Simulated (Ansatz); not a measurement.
# WS2 monolayer (2H): modes against uniaxial strain along the armchair direction, normal to a, with the width clamped

Wanted: the shifts of the zone-centre modes of WS2 monolayer (2H) with strain.

Calculated with Ansatz 0.2.0; DFT PBEsol, scalar-relativistic, plane waves, PAW; PAW set soft_1.

Report form: the programs' logs are mostly left out.

## Step 1: Set-up

The cell holds 3 atoms: 1 W and 2 S. Cell: a = 3.170 Å, b = 3.170 Å, c = 30.000 Å, α = 90.0°, β = 90.0°, γ = 120.0°. Vacuum lies along c. The height across the vacuum is the one that the program set for its solve, not the one typed.

## Step 2: Relaxation

The cell and atoms are relaxed, since residual forces and stress would shift the frequencies. The program lengthens the typed cell of 20.0 Å along the normal to 30.0 Å, as its cut-off of the electrostatics needs, and moves no atom.

The input, input.yaml:

```yaml
crystal:
  lattice:
    - [3.17, 0.0, 0.0]
    - [-1.585, 2.7453, 0.0]
    - [0.0, 0.0, 20.0]
  atoms:
    - { symbol: W, position: [0.333333, 0.666667, 0.5] }
    - { symbol: S, position: [0.666667, 0.333333, 0.5775] }
    - { symbol: S, position: [0.666667, 0.333333, 0.4225] }
  periodic: [true, true, false]
kpoints:
  mp_grid: { grid: [12, 12, 1] }
hamiltonian:
  xc: pbesol
  pseudopotentials: { kind: paw, azcp: { folder: soft_1 }, xc_functional: pbe }
scf:
  occupations: { method: gaussian, width: 0.02 }
output:
  forces: true
  stress: true
  eigenvalues: true
relax:
  adjacent_minimum: "off"
  f_tol: 0.005
  max_steps: 80
  cell: { stress_2d_tol: 0.02 }
```

The run is started by

```console
> ansatz run input.yaml --threads 4 --pin off --max-ram 16384MiB --backend cpu --events-out ev --progress --plain --runs-dir out
```

Wall time 14 s (4 threads of Arm Neoverse V2, shared host); peak memory 0.53 GiB; 52 s of CPU time.

The steps of the relaxation:

| step | energy less that of the first step (eV) | largest force component (eV/Å) | volume (Å³) |
| --- | --- | --- | --- |
| 1 | 0.0000 | 0.1663 | 261.08 |
| 2 | -0.0026 | 0.2153 | 254.49 |
| 3 | -0.0074 | 0.0100 | 257.22 |
| 4 | -0.0074 | 0.0011 | 257.14 |
| 5* | -0.0071 | 0.0010 | 257.14 |

Relaxation steps marked * repeat the geometry before them on a plane-wave basis chosen anew for their cell, so energy and pressure can jump there.

Forces are held to the 12 operations that the run works with; a distortion that breaks them can't arise in this run.

| cell as run | before | after | change |
| --- | --- | --- | --- |
| a (Å) | 3.170 | 3.146 | -0.8 % |
| b (Å) | 3.170 | 3.146 | -0.8 % |

The atoms that moved most (Å, along periodic axes as changes of fractional coordinates times the final cell, across vacuum about the mean position):

| atom | dx | dy | dz | length |
| --- | --- | --- | --- | --- |
| S2 | 0.000 | 0.000 | 0.017 | 0.017 |
| S3 | 0.000 | 0.000 | -0.017 | 0.017 |

The relaxed structure:

```xyz
3
Lattice="3.1460 0.0000 0.0000 -1.5730 2.7245 0.0000 0.0000 0.0000 30.0000" Properties=species:S:1:pos:R:3
W     0.0000    1.8163   10.0000
S     1.5730    0.9082   11.5669
S     1.5730    0.9082    8.4331
```

Numbers from this step:

```
gap on the k-mesh : 1.937 eV
area per atom     : 2.857 Å²
```

The relaxation ends with a largest force component of 0.0010 eV/Å.

## Step 3: Tight relaxation

Phonons need small forces and stress, so the relaxation is finished with tight tolerances on 12×12×1 k points.

The input, input.yaml:

```yaml
crystal:
  lattice:
    - [3.145972506, 0.0, 0.0]
    - [-1.572986253, 2.7244921098, 0.0]
    - [0.0, 0.0, 30.0]
  atoms:
    - { symbol: W, position: [0.3333333333, 0.6666666667, 0.3333333333] }
    - { symbol: S, position: [0.6666666667, 0.3333333333, 0.3855624159] }
    - { symbol: S, position: [0.6666666667, 0.3333333333, 0.2811042508] }
  periodic: [true, true, false]
kpoints:
  mp_grid: { grid: [12, 12, 1] }
hamiltonian:
  xc: pbesol
  pseudopotentials: { kind: paw, azcp: { folder: soft_1 }, xc_functional: pbe }
scf:
  occupations: { method: fixed }
output:
  forces: true
  stress: true
  eigenvalues: true
  write_density: true
  write_potential: true
  elf: true
  volumetric_format: npy
relax:
  adjacent_minimum: "off"
  f_tol: 0.001
  max_steps: 60
  cell: { stress_2d_tol: 0.002 }
```

It took 12 s on 4 threads; peak memory 0.53 GiB; 45 s of CPU time.

Little changed from the start: no atom moved by 0.005 Å and no cell edge by 0.1 %.

Electrostatic potential energy in the ac plane at fractional y = 0.333, with atoms of S within 0.2 Å of it. With pseudopotentials it is smooth inside the atoms' cores, unlike the true potential.

Ten even steps from '0' (-35 eV) to '9' (0 eV), each cell a mean:
```
9999999999999999
9999999999999999
9999999999999999
9999999999999999
9999999999999999
9999999999999999
9999999999999999
9999999999999999
9999999999999999
9999999999999999
9999999999999999
9999999999999999
9999999999999999
9999999999989999
8899986300000026
6554566665555566
6666666644334456
8999987421111136
9999999999999999
9999999999999999
9999999999999999
9999999999999999
9999999999999999
9999999999999999
```
Columns run along a (3.1 Å; values clipped at the 3rd and 97th percentile), rows up along c (30.0 Å). Atoms in or near the plane, at fractional coordinates: S at (0.67, 0.39), S at (0.67, 0.28).

Valence density in the ac plane at fractional y = 0.333, with atoms of S within 0.2 Å of it. It is the smooth field of the valence electrons, not physical close to the nuclei.

Values in e/Å³, 24 rows by 16 columns, each cell a mean:
```
0.0 0.0 0.0 0.0 0.0 0.0 0.0 0.0 0.0 0.0 0.0 0.0 0.0 0.0 0.0 0.0
0.0 0.0 0.0 0.0 0.0 0.0 0.0 0.0 0.0 0.0 0.0 0.0 0.0 0.0 0.0 0.0
0.0 0.0 0.0 0.0 0.0 0.0 0.0 0.0 0.0 0.0 0.0 0.0 0.0 0.0 0.0 0.0
0.0 0.0 0.0 0.0 0.0 0.0 0.0 0.0 0.0 0.0 0.0 0.0 0.0 0.0 0.0 0.0
0.0 0.0 0.0 0.0 0.0 0.0 0.0 0.0 0.0 0.0 0.0 0.0 0.0 0.0 0.0 0.0
0.0 0.0 0.0 0.0 0.0 0.0 0.0 0.0 0.0 0.0 0.0 0.0 0.0 0.0 0.0 0.0
0.0 0.0 0.0 0.0 0.0 0.0 0.0 0.0 0.0 0.0 0.0 0.0 0.0 0.0 0.0 0.0
0.0 0.0 0.0 0.0 0.0 0.0 0.0 0.0 0.0 0.0 0.0 0.0 0.0 0.0 0.0 0.0
0.0 0.0 0.0 0.0 0.0 0.0 0.0 0.0 0.0 0.0 0.0 0.0 0.0 0.0 0.0 0.0
0.0 0.0 0.0 0.0 0.0 0.0 0.0 0.0 0.0 0.0 0.0 0.0 0.0 0.0 0.0 0.0
0.0 0.0 0.0 0.0 0.0 0.0 0.0 0.0 0.0 0.0 0.0 0.0 0.0 0.0 0.0 0.0
0.0 0.0 0.0 0.0 0.0 0.0 0.0 0.0 0.0 0.0 0.0 0.0 0.0 0.0 0.0 0.0
0.0 0.0 0.0 0.0 0.0 0.0 0.0 0.0 0.0 0.0 0.0 0.0 0.0 0.0 0.0 0.0
0.0 0.0 0.0 0.0 0.0 0.0 0.1 0.1 0.1 0.2 0.2 0.2 0.2 0.1 0.1 0.1
0.4 0.2 0.1 0.1 0.2 0.3 0.5 0.8 1.0 0.9 0.8 0.7 0.9 1.0 0.9 0.6
0.5 0.5 0.6 0.6 0.6 0.5 0.5 0.5 0.6 0.6 0.6 0.6 0.6 0.6 0.5 0.5
0.5 0.4 0.4 0.5 0.4 0.5 0.5 0.6 0.7 0.7 0.7 0.7 0.7 0.7 0.6 0.5
0.3 0.2 0.1 0.1 0.1 0.2 0.4 0.7 0.9 0.9 0.7 0.7 0.8 0.9 0.8 0.5
0.0 0.0 0.0 0.0 0.0 0.0 0.0 0.0 0.1 0.1 0.1 0.1 0.1 0.1 0.1 0.0
0.0 0.0 0.0 0.0 0.0 0.0 0.0 0.0 0.0 0.0 0.0 0.0 0.0 0.0 0.0 0.0
0.0 0.0 0.0 0.0 0.0 0.0 0.0 0.0 0.0 0.0 0.0 0.0 0.0 0.0 0.0 0.0
0.0 0.0 0.0 0.0 0.0 0.0 0.0 0.0 0.0 0.0 0.0 0.0 0.0 0.0 0.0 0.0
0.0 0.0 0.0 0.0 0.0 0.0 0.0 0.0 0.0 0.0 0.0 0.0 0.0 0.0 0.0 0.0
0.0 0.0 0.0 0.0 0.0 0.0 0.0 0.0 0.0 0.0 0.0 0.0 0.0 0.0 0.0 0.0
```
Columns run along a (3.1 Å), rows up along c (30.0 Å). Atoms in or near the plane, at fractional coordinates: S at (0.67, 0.39), S at (0.67, 0.28).

ELF in the ac plane at fractional y = 0.333, with atoms of S within 0.2 Å of it. It is the smooth field of the valence electrons, not physical close to the nuclei.

Values, 24 rows by 16 columns, each cell a mean:
```
0.00 0.00 0.00 0.00 0.00 0.00 0.00 0.00 0.00 0.00 0.00 0.00 0.00 0.00 0.00 0.00
0.00 0.00 0.00 0.00 0.00 0.00 0.00 0.00 0.00 0.00 0.00 0.00 0.00 0.00 0.00 0.00
0.00 0.00 0.00 0.00 0.00 0.00 0.00 0.00 0.00 0.00 0.00 0.00 0.00 0.00 0.00 0.00
0.00 0.00 0.00 0.00 0.00 0.00 0.00 0.00 0.00 0.00 0.00 0.00 0.00 0.00 0.00 0.00
0.00 0.00 0.00 0.00 0.00 0.00 0.00 0.00 0.00 0.00 0.00 0.00 0.00 0.00 0.00 0.00
0.00 0.00 0.00 0.00 0.00 0.00 0.00 0.00 0.00 0.00 0.00 0.00 0.00 0.00 0.00 0.00
0.00 0.00 0.00 0.00 0.00 0.00 0.00 0.00 0.00 0.00 0.00 0.00 0.00 0.00 0.00 0.00
0.00 0.00 0.00 0.00 0.00 0.00 0.00 0.00 0.00 0.00 0.00 0.00 0.00 0.00 0.00 0.00
0.00 0.00 0.00 0.00 0.00 0.00 0.00 0.00 0.00 0.00 0.00 0.00 0.00 0.00 0.00 0.00
0.00 0.00 0.00 0.00 0.00 0.00 0.00 0.00 0.00 0.00 0.00 0.00 0.00 0.00 0.00 0.00
0.00 0.00 0.00 0.00 0.00 0.00 0.00 0.00 0.00 0.00 0.00 0.00 0.00 0.00 0.00 0.00
0.00 0.00 0.00 0.00 0.00 0.00 0.00 0.00 0.00 0.00 0.00 0.00 0.00 0.00 0.00 0.00
0.01 0.00 0.00 0.00 0.00 0.01 0.02 0.04 0.07 0.10 0.12 0.12 0.11 0.08 0.05 0.02
0.25 0.08 0.02 0.02 0.05 0.19 0.41 0.59 0.70 0.77 0.80 0.80 0.78 0.73 0.63 0.47
0.68 0.39 0.17 0.14 0.30 0.59 0.79 0.84 0.75 0.52 0.38 0.36 0.45 0.69 0.83 0.82
0.32 0.26 0.24 0.24 0.26 0.31 0.39 0.47 0.51 0.49 0.45 0.44 0.48 0.51 0.49 0.42
0.40 0.28 0.21 0.21 0.26 0.36 0.49 0.57 0.59 0.53 0.44 0.43 0.49 0.58 0.59 0.52
0.65 0.35 0.14 0.11 0.26 0.56 0.78 0.84 0.78 0.61 0.50 0.49 0.55 0.73 0.84 0.81
0.18 0.05 0.02 0.01 0.03 0.13 0.30 0.47 0.59 0.67 0.70 0.71 0.68 0.62 0.52 0.36
0.00 0.00 0.00 0.00 0.00 0.00 0.01 0.02 0.04 0.05 0.06 0.07 0.06 0.04 0.02 0.01
0.00 0.00 0.00 0.00 0.00 0.00 0.00 0.00 0.00 0.00 0.00 0.00 0.00 0.00 0.00 0.00
0.00 0.00 0.00 0.00 0.00 0.00 0.00 0.00 0.00 0.00 0.00 0.00 0.00 0.00 0.00 0.00
0.00 0.00 0.00 0.00 0.00 0.00 0.00 0.00 0.00 0.00 0.00 0.00 0.00 0.00 0.00 0.00
0.00 0.00 0.00 0.00 0.00 0.00 0.00 0.00 0.00 0.00 0.00 0.00 0.00 0.00 0.00 0.00
```
Columns run along a (3.1 Å), rows up along c (30.0 Å). Atoms in or near the plane, at fractional coordinates: S at (0.67, 0.39), S at (0.67, 0.28).

The largest force component left is 0.060 meV/Å, within the tolerances set.

## Step 4: Zone-centre response at rest

The force constants come from the linear response of the density to a displacement.

The modes at rest are the reference of the series.

input.yaml, the sections that differ from step 3:

```yaml
crystal:
  lattice:
    - [3.1458467052, 0.0, 0.0]
    - [-1.5729233526, 2.7243831631, 0.0]
    - [0.0, 0.0, 30.0]
  atoms:
    - { symbol: W, position: [0.3333333333, 0.6666666667, 0.3333333333] }
    - { symbol: S, position: [0.6666666667, 0.3333333333, 0.3855621539] }
    - { symbol: S, position: [0.6666666667, 0.3333333333, 0.2811045128] }
  periodic: [true, true, false]
output:
  eigenvalues: true
phonons:
  method: dfpt
# kpoints, hamiltonian, scf: as in step 3
# relax: removed
```

Run time: 28 s. Hardware: 4 threads; peak memory 1 GiB; 1.8 min of CPU time.

Numbers from this step:

```yaml
sum_rule_residual_before_enforcement: 7.09e-5 eV/Å²
point_group: -6m2
highest_optical_mode_at_the_zone_centre_no_lo_to_term: 437.9 cm⁻¹
lowest_optical_zone_centre_mode: 295.3 cm⁻¹
```

Without the LO-TO term. Patterns of degenerate modes are one choice out of their space. Modes at Γ, with each element's share of the kinetic energy:

| mode | frequency (cm⁻¹) | symmetry | W % | S % |
| --- | --- | --- | --- | --- |
| 1 | 0.0 | acoustic | 74 | 26 |
| 2 | 0.0 | acoustic | 74 | 26 |
| 3 | 0.0 | acoustic | 74 | 26 |
| 4 | 295.3 | E'' | 0 | 100 |
| 5 | 295.3 | E'' | 0 | 100 |
| 6 | 355.6 | E' | 26 | 74 |
| 7 | 355.6 | E' | 26 | 74 |
| 8 | 416.2 | A1' | 0 | 100 |
| 9 | 437.9 | A2'' | 26 | 74 |

Displacements in mode 4 (295.3 cm⁻¹), the largest set to 1:
```
W1   0.00  0.00  0.00
S2   0.09 -1.00  0.00
S3  -0.09  1.00  0.00
```

Displacements in mode 9 (437.9 cm⁻¹), the largest set to 1:
```
W1   0.00  0.00 -0.35
S2   0.00  0.00  1.00
S3   0.00  0.00  1.00
```

Before it was imposed, the acoustic sum rule was missed by 7.1e-5 eV/Å². Small misses are needed for a sound result but don't prove that mesh and cutoff are converged. The lowest optical mode is real, 295 cm⁻¹.

## Step 5: A member of the series: uniaxial strain of +5 % along the armchair direction, normal to a, with the width clamped

The cell takes a uniaxial strain of +5 % along the armchair direction, normal to a, with the width clamped. The cell is held, and the atoms relax in it.

input.yaml, the sections that differ from step 4:

```yaml
crystal:
  lattice:
    - [3.1458467052, 0.0, 0.0]
    - [-1.5729233526, 2.8606023211, 0.0]
    - [0.0, 0.0, 30.0]
  atoms:
    - { symbol: W, position: [0.3347291761, 0.6694583521, 0.3333333333] }
    - { symbol: S, position: [0.6659687453, 0.3319374905, 0.3848050449] }
    - { symbol: S, position: [0.6659687453, 0.3319374905, 0.2818616218] }
  periodic: [true, true, false]
output:
  forces: true
  stress: true
  eigenvalues: true
relax:
  adjacent_minimum: "off"
  f_tol: 0.001
  max_steps: 60
# kpoints, hamiltonian, scf: as in step 4
# phonons: removed
```

The job ended after 28 s (4 threads; peak memory 0.62 GiB).

The steps of the relaxation:

| step | energy less that of the first step (eV) | largest force component (eV/Å) |
| --- | --- | --- |
| 1 | 0.0000 | 0.1086 |
| 2 | -0.0004 | 0.0699 |
| 3 | -0.0006 | 0.0033 |
| 4 | -0.0006 | 0.0033 |
| 5 | -0.0006 | 0.0014 |
| 6 | -0.0006 | 0.0000 |

Forces are held to the 4 operations that the run works with; a distortion that breaks them can't arise in this run.

The relaxed structure:

```xyz
3
Lattice="3.1458 0.0000 0.0000 -1.5729 2.8606 0.0000 0.0000 0.0000 30.0000" Properties=species:S:1:pos:R:3
W     0.0000    1.9166   10.0000
S     1.5729    0.9488   11.5386
S     1.5729    0.9488    8.4614
```

This step gave:

* gap on the k-mesh: 1.409 eV
* area per atom: 3 Å²

The largest force component left is 0.0080 meV/Å.

## Step 6: Zone-centre modes of the member: uniaxial strain of +5 % along the armchair direction, normal to a, with the width clamped

The zone-centre modes follow for uniaxial strain of +5 % along the armchair direction, normal to a, with the width clamped.

input.yaml, the sections that differ from step 5:

```yaml
crystal:
  lattice:
    - [3.1458467052, 0.0, 0.0]
    - [-1.5729233526, 2.8606023211, 0.0]
    - [0.0, 0.0, 30.0]
  atoms:
    - { symbol: W, position: [0.335004188, 0.670008376, 0.3333333333] }
    - { symbol: S, position: [0.6658312393, 0.3316624785, 0.3846200241] }
    - { symbol: S, position: [0.6658312393, 0.3316624785, 0.2820466426] }
  periodic: [true, true, false]
output:
  eigenvalues: true
phonons:
  method: dfpt
# kpoints, hamiltonian, scf: as in step 5
# relax: removed
```

The job ended after 36 s (4 threads; peak memory 1 GiB).

Numbers from this step:

```yaml
sum_rule_residual_before_enforcement: 1.12e-4 eV/Å²
point_group: mm2
highest_optical_mode_at_the_zone_centre_no_lo_to_term: 425.4 cm⁻¹
lowest_optical_zone_centre_mode: 282.5 cm⁻¹
```

Without the LO-TO term. Patterns of degenerate modes are one choice out of their space. Modes at Γ, with each element's share of the kinetic energy:

| mode | frequency (cm⁻¹) | symmetry | W % | S % |
| --- | --- | --- | --- | --- |
| 1 | 0.0 | acoustic | 74 | 26 |
| 2 | 0.0 | acoustic | 74 | 26 |
| 3 | 0.0 | acoustic | 74 | 26 |
| 4 | 282.5 | B1 | 0 | 100 |
| 5 | 292.6 | A2 | 0 | 100 |
| 6 | 337.3 | A1 | 25 | 75 |
| 7 | 350.4 | B2 | 26 | 74 |
| 8 | 413.1 | A1 | 0 | 100 |
| 9 | 425.4 | B1 | 26 | 74 |

The lowest optical mode is real, 282 cm⁻¹, and the highest lies at 425.4 cm⁻¹.

For the highest optical mode at the zone centre (no LO-TO term), step 4 gave 438 cm⁻¹; this run, with strain 5 %, gives 425 cm⁻¹ (-3 %).

(Continued in part 2 of 2.)

[Logs are printed without paths, hosts, clocks, repeated set-up lines and the standing remarks that a program may print on its own settings, such as how far it seeks lower states.]

[Hosts, paths, dates, database ids (printed as entryN), source tags and the programs' standing remarks are cut or masked in the printed files.]
